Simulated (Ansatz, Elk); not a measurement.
**Sr3Al: X-ray structure factors from the self-consistent density**

The structure of Sr3Al used here is made up (a known structure type with other elements) and was relaxed beforehand with PBE. The aim is the Fourier transform of its all-electron density, F(hkl), set beside the sum over free spherical atoms that refinements use.

Main program and level: Elk 11.2.3 (patched build); DFT, PBE, all-electron APW+lo, Dirac cores, scalar-relativistic bands, static density, no spin.

The structure was built from a prototype and need not be the compound's stable phase.

## (1) The structure

The structure is cubic, space group Fm-3m (No. 225). The conventional cell has a = 8.521 Å, b = 8.521 Å, c = 8.521 Å, α = 90.00°, β = 90.00°, γ = 90.00°. Sr has 4 Al at 3.69 Å and 4 Sr at 3.69 Å nearest. Sr has 8 Sr at 3.69 Å nearest. Nearest to Al lie 8 Sr at 3.69 Å. Farther neighbours are not listed.

## (2) Ground state and structure factors

An all-electron density is needed, since X-rays see the cores too. Task 0 finds the density and task 195 Fourier-transforms it; tshift is off so that phases refer to the origin typed.

elk.in

```
tasks
  0
  195

xctype
  20

spinpol
  .false.

rgkmax
  7.0

gmaxvr
  14.0

lmaxo
  7

lmaxapw
  8

swidth
  0.002

tshift
  .false.

ramdisk
  .false.

hmaxvr
  5.5

maxscl
  120

epspot
  1e-06

sppath
  './'

avec
  0.00000000000 8.05117815397 8.05117815397
  8.05117815397 0.00000000000 8.05117815397
  8.05117815397 8.05117815397 0.00000000000

atoms
  2
  'Sr.in'
  3
  0.7500000000 0.7500000000 0.7500000000   0.000000 0.000000 0.000000
  0.5000000000 0.5000000000 0.5000000000   0.000000 0.000000 0.000000
  0.2500000000 0.2500000000 0.2500000000   0.000000 0.000000 0.000000
  'Al.in'
  1
  0.0000000000 0.0000000000 0.0000000000   0.000000 0.000000 0.000000

ngridk
  5 5 5
```

Command:

```sh
$ OMP_NUM_THREADS=4 elk
```

Numbers of over 12 decimals in the logs are rounded to 6 here.

The program printed:

```text
┌─────────────────────────┐
│ Elk code version 11.2.3 │
└─────────────────────────┘

All units are atomic (Hartree, Bohr, etc.)

┌─────────────────────────────────────────────────┐
│ Ground-state run starting from atomic densities │
└─────────────────────────────────────────────────┘

Lattice vectors :
   0.000000000       8.051178154       8.051178154
   8.051178154       0.000000000       8.051178154
   8.051178154       8.051178154       0.000000000

Reciprocal lattice vectors :
 -0.3902028490      0.3902028490      0.3902028490
  0.3902028490     -0.3902028490      0.3902028490
  0.3902028490      0.3902028490     -0.3902028490

Unit cell volume      :    1043.778401
Brillouin zone volume :   0.2376464326

Muffin-tin inner radius fraction :   0.1000000000E-01

Nuclei treated as point charges

Species : 1 (Sr)
 parameters loaded from : Sr.in
 name : strontium
 nuclear charge    :   -38.00000000
 electronic charge :    38.00000000
 atomic mass :    159721.4892
 muffin-tin radius :    2.600000000
 number of radial points in muffin-tin :   1193
 inner part over the whole radius :   0.9909106339E-02
 number on inner part of muffin-tin    :    847
 approximate nuclear radius :   0.8067967193E-04
 number of mesh points to nuclear radius :    415
 atomic positions (lattice), magnetic fields (Cartesian) :
  1 :  -0.25000000 -0.25000000 -0.25000000    0.00000000  0.00000000  0.00000000
  2 :   0.50000000  0.50000000  0.50000000    0.00000000  0.00000000  0.00000000
  3 :   0.25000000  0.25000000  0.25000000    0.00000000  0.00000000  0.00000000

Species : 2 (Al)
 parameters loaded from : Al.in
 name : aluminium
 nuclear charge    :   -13.00000000
 electronic charge :    13.00000000
 atomic mass :    49184.33496
 muffin-tin radius :    2.200000000
 number of radial points in muffin-tin :    793
 inner part over the whole radius :   0.9821194981E-02
 number on inner part of muffin-tin    :    552
 approximate nuclear radius :   0.5839653600E-04
 number of mesh points to nuclear radius :    244
 atomic positions (lattice), magnetic fields (Cartesian) :
  1 :   0.00000000  0.00000000  0.00000000    0.00000000  0.00000000  0.00000000

Total number of atoms per unit cell :    4
Total muffin-tin volume :    265.4687680
 ratio of muffin-tin to unit cell volume :   0.2543344141

Spin treatment :
 spin-unpolarised

Number of Bravais lattice symmetries :   48
Number of crystal symmetries         :   48
Crystal has inversion symmetry
Real symmetric eigensolver will be used

k-point grid :      5     5     5
k-point offset :    0.000000000       0.000000000       0.000000000
k-point set is reduced with full crystal symmetry group
Total number of k-points :       10

Muffin-tin radius times maximum |G+k| :    7.000000000
 using average radius
Maximum |G+k| for APW functions       :    2.800000000
Maximum (1/2)|G+k|²                   :    3.920000000
Maximum |G| for potential and density :    14.00000000
Constant for pseudocharge density :    9
 order of it for each species :   16  16
 order of it for pair densities of each species (exact exchange by exxq0 0: 17) :   11   6
Radial integration step length :    1

G-vector grid sizes :     54    54    54
Number of G-vectors :    48359

Maximum angular momentum used for
 APW functions            :    8
 outer part of muffin-tin :    7
 inner part of muffin-tin :    2

Total nuclear charge    :   -127.0000000
Total core charge       :    88.00000000
Total valence charge    :    39.00000000
Total excess charge     :    0.000000000
Total electronic charge :    127.0000000

Effective Wigner radius, rₛ :    1.251906781

Number of empty states         :     16
Total number of valence states :     36
Total number of core states    :     88

Third-order local-orbitals added for an l without core states : T
Total number of local-orbitals :     34

Exchange-correlation functional :     20     0     0
 Perdew-Burke-Ernzerhof, Phys. Rev. Lett. 77, 3865 (1996)
 gradient requirement :    1
[...]
exchange                    :     -328.07671095851
 correlation                 :     -6.168149
 electron entropic           :    -0.14115565868765E-02
 total energy                :     -9784.2505442216

Density of states at Fermi energy :    116.7561601
 (states/Hartree/unit cell)

Estimated indirect band gap :   0.3735859853E-02
 from k-point 1 to k-point 5
Estimated direct band gap   :   0.5349240153E-02
 at k-point 1

Charges :
 core                        :    88.00000000
 valence                     :    39.00000000
 interstitial                :    8.073187017
 muffin-tins (core leakage)
  species : 1 (Sr)
   atom 1                    :    35.94310353     (  0.2855654250E-04)
   atom 2                    :    35.91773294     (  0.2866804336E-04)
[...]
species : 2 (Al)
[...]
total in muffin-tins        :    118.9268130
 total calculated charge     :    126.9994273
 total charge                :    127.0000000
 error                       :   0.5727495302E-03

RMS change in Kohn-Sham potential (target) :   0.3239961986     (  0.1000000000E-05)
Absolute change in total energy (target)   :    1.280151912     (  0.1000000000E-03)

[... loops 3 to 13 left out ...]

┌──────────────────┐
│ Loop number : 14 │
└──────────────────┘

Energies :
 Fermi                       :     0.161922
 sum of occupied eigenvalues :     -5758.4061843441
 electron kinetic            :      10068.875785768
 core electron kinetic       :      9866.1308612011
 Coulomb                     :     -19517.008215957
 Coulomb potential           :     -15392.186291092
 nuclear-nuclear             :     -964.97915904767
 electron-nuclear            :     -21726.162875603
 Hartree                     :      3174.1338186938
 Madelung                    :     -11820.915070411
 xc potential                :     -435.09567901973
 exchange                    :     -328.05433797621
 correlation                 :     -6.171537
 electron entropic           :    -0.16743690762984E-02
 total energy                :     -9782.3599795221

Density of states at Fermi energy :    143.3677242
 (states/Hartree/unit cell)

Estimated indirect band gap :   0.2225036127E-02
 from k-point 10 to k-point 1
Estimated direct band gap   :   0.1737042161E-01
 at k-point 5

Charges :
 core                        :    88.00000000
 valence                     :    39.00000000
 interstitial                :    8.068971960
 muffin-tins (core leakage)
  species : 1 (Sr)
[...]
species : 2 (Al)
[...]
total in muffin-tins        :    118.9310280
 total calculated charge     :    126.9994425
 total charge                :    127.0000000
 error                       :   0.5574754427E-03

RMS change in Kohn-Sham potential (target) :   0.4652814507E-07 (  0.1000000000E-05)
Absolute change in total energy (target)   :   0.4408045788E-04 (  0.1000000000E-03)

Convergence targets achieved

┌──────────────────┐
│ Loop number : 15 │
└──────────────────┘

Energies :
 Fermi                       :     0.161922
 sum of occupied eigenvalues :     -5758.4061850784
 electron kinetic            :      10068.875786187
 core electron kinetic       :      9866.1308621519
 Coulomb                     :     -19517.008216064
 Coulomb potential           :     -15392.186291799
 nuclear-nuclear             :     -964.97915904767
 electron-nuclear            :     -21726.162875092
 Hartree                     :      3174.1338180752
 Madelung                    :     -11820.915070164
 xc potential                :     -435.09567946591
 exchange                    :     -328.05433796201
 correlation                 :     -6.171537
 electron entropic           :    -0.16743690969275E-02
 total energy                :     -9782.3599791973

Density of states at Fermi energy :    143.3677241
 (states/Hartree/unit cell)

Estimated indirect band gap :   0.2225028639E-02
 from k-point 10 to k-point 1
Estimated direct band gap   :   0.1737042545E-01
 at k-point 5

Charges :
 core                        :    88.00000000
 valence                     :    39.00000000
 interstitial                :    8.068971993
 muffin-tins (core leakage)
  species : 1 (Sr)
[...]
atom 2                    :    35.97931453     (  0.2845491330E-04)
   atom 3                    :    35.96033179     (  0.2839053825E-04)
  species : 2 (Al)
   atom 1                    :    11.03104989     (  0.4543153391E-03)
 total in muffin-tins        :    118.9310280
 total calculated charge     :    126.9994425
 total charge                :    127.0000000
 error                       :   0.5574754430E-03

┌──────────────────────────────┐
│ Self-consistent loop stopped │
└──────────────────────────────┘

Warning : core states of species 2 leak from the muffin-tin :   0.4543153391E-03

Wrote STATE.OUT
```

Run time: 19 s. Hardware: 4 threads of Intel Xeon 6975P-C (Granite Rapids), shared host; peak memory 0.21 GiB.

SFACRHO.OUT:

```text

h k l indices transformed by vhmat matrix:
   1.000000000       0.000000000       0.000000000    
   0.000000000       1.000000000       0.000000000    
   0.000000000       0.000000000       1.000000000    

      h      k      l  multipl.   |H|            Re(F)            Im(F)           |F|

      0      0      0      1   0.0000000       127.00000      0.40937813E-15   127.00000    
      0      1      0      8  0.67585116      -23.071055      0.18145004E-13   23.071055    
      1      0      1      6  0.78040570      -22.785872     -0.73154022E-14   22.785872    
     -2     -1     -1     12   1.1036603       104.07530      0.14962726E-13   104.07530    
      1      0      2     24   1.2941564      -21.156737      0.10835892E-13   21.156737    
      0     -2      0      8   1.3517023      -21.002553      0.33239192E-13   21.002553    
      0     -2     -2      6   1.5608114       94.213198      0.14494920E-13   94.213198    
      2     -1      0     24   1.7008548      -19.278222     -0.72594101E-14   19.278222    
     -2     -1      1     24   1.7450402      -19.085442      0.30804901E-13   19.085442    
      1      1     -2     24   1.9115958       87.062749     -0.17551993E-13   87.062749    
      3      0      0      8   2.0275535      -17.828714      0.10846049E-13   17.828714    
     -3     -2      0     24   2.0275535      -17.895599     -0.14448403E-13   17.895599    
      2     -2      0     12   2.2073206       81.587300      0.16492721E-13   81.587300    
      1     -1      3     48   2.3084712      -16.809517      0.72776083E-14   16.809517    
     -1     -1     -4     24   2.3412171      -16.718893      0.17587008E-13   16.718893    
      0     -3     -3      6   2.3412171      -16.681456      0.17614853E-13   16.681456    
     -1     -4     -3     24   2.4678595       77.228134      0.22945168E-13   77.228134    
      0     -4     -1     24   2.5587312      -16.048431     -0.54316184E-13   16.048431
```

Elk indexes on the primitive cell of elk.in and gives |H| = 4π sin θ/λ in inverse bohr. Below, one row stands for each form hkl of the conventional cell (m members, Friedel mates merged), F is for one primitive cell and the density is static (no thermal factor). Free-atom factors are Waasmaier and Kirfel's, and R is Σm||F|−|F'||/Σm|F|.

| hkl | m | sin θ/λ (Å⁻¹) | abs F, DFT | neutral atoms | diff. |
| --- | --- | --- | --- | --- | --- |
| 111 | 8 | 0.102 | 23.071 | 23.185 | -0.114 |
| 200 | 6 | 0.117 | 22.786 | 22.833 | -0.047 |
| 220 | 12 | 0.166 | 104.075 | 104.146 | -0.071 |
| 311 | 24 | 0.195 | 21.157 | 20.988 | +0.168 |
| 222 | 8 | 0.203 | 21.003 | 20.752 | +0.251 |
| 400 | 6 | 0.235 | 94.213 | 94.214 | -0.001 |
| 331 | 24 | 0.256 | 19.278 | 19.244 | +0.034 |
| 420 | 24 | 0.262 | 19.085 | 19.052 | +0.034 |
| 422 | 24 | 0.287 | 87.063 | 87.088 | -0.025 |
| 333 | 8 | 0.305 | 17.829 | 17.871 | -0.043 |
| 511 | 24 | 0.305 | 17.896 | 17.871 | +0.024 |
| 440 | 12 | 0.332 | 81.587 | 81.618 | -0.031 |
| 531 | 48 | 0.347 | 16.809 | 16.829 | -0.019 |
| 442 | 24 | 0.352 | 16.719 | 16.717 | +0.002 |

## (3) The highest occupied states alone

An energy window below the Fermi level keeps the highest occupied states, to see at which angles they scatter; shallow core shells can lie inside it and anion s states outside. No new self-consistency is needed.

Changes to elk.in since step 2:

```diff
@@ -1,3 +1,2 @@
 tasks
-  0
   195
@@ -40,2 +39,5 @@
 
+wsfac
+  -0.389320 0.461920
+
 sppath
```

Command:

```sh
$ OMP_NUM_THREADS=4 elk
```

The program printed:

```text
┌─────────────────────────────────┐
│ Elk code version 11.2.3 started │
└─────────────────────────────────┘

Info(readinput): the functional depends on the density's gradient
 muffin-tin radial points multiplied by    2.00000
 (not where nrmtscf is given)

┌────────────────────┐
│ Current task : 195 │
└────────────────────┘

Info(sfacrho): density structure factors written to SFACRHO.OUT

 Energy window :  -0.3893200000      0.4619200000

┌──────────────────┐
│ Elk code stopped │
└──────────────────┘
```

It took 7.6 s on 4 threads; peak memory 0.16 GiB; 8.5 s of CPU time.

States within 15 eV below the Fermi level hold 9.00 electrons; any levels below the window count with the cores. Their amplitudes can exceed the total, where window and core parts have opposite phase:

```
hkl  sin θ/λ (Å⁻¹)  abs F, window  abs F, all
111          0.102          1.302      23.071
200          0.117          1.103      22.786
220          0.166          0.252     104.075
311          0.195          0.048      21.157
222          0.203          0.093      21.003
400          0.235          0.138      94.213
331          0.256          0.108      19.278
420          0.262          0.128      19.085
422          0.287          0.090      87.063
333          0.305          0.091      17.829
```

(Part 1 of 2 ends here.)

[Logs are printed without paths, hosts, clocks, repeated set-up lines and the standing remarks that a program may print on its own settings, such as how far it seeks lower states.]

[Hosts, paths, dates, database ids (printed as entryN), source tags and the programs' standing remarks are cut or masked in the printed files.]
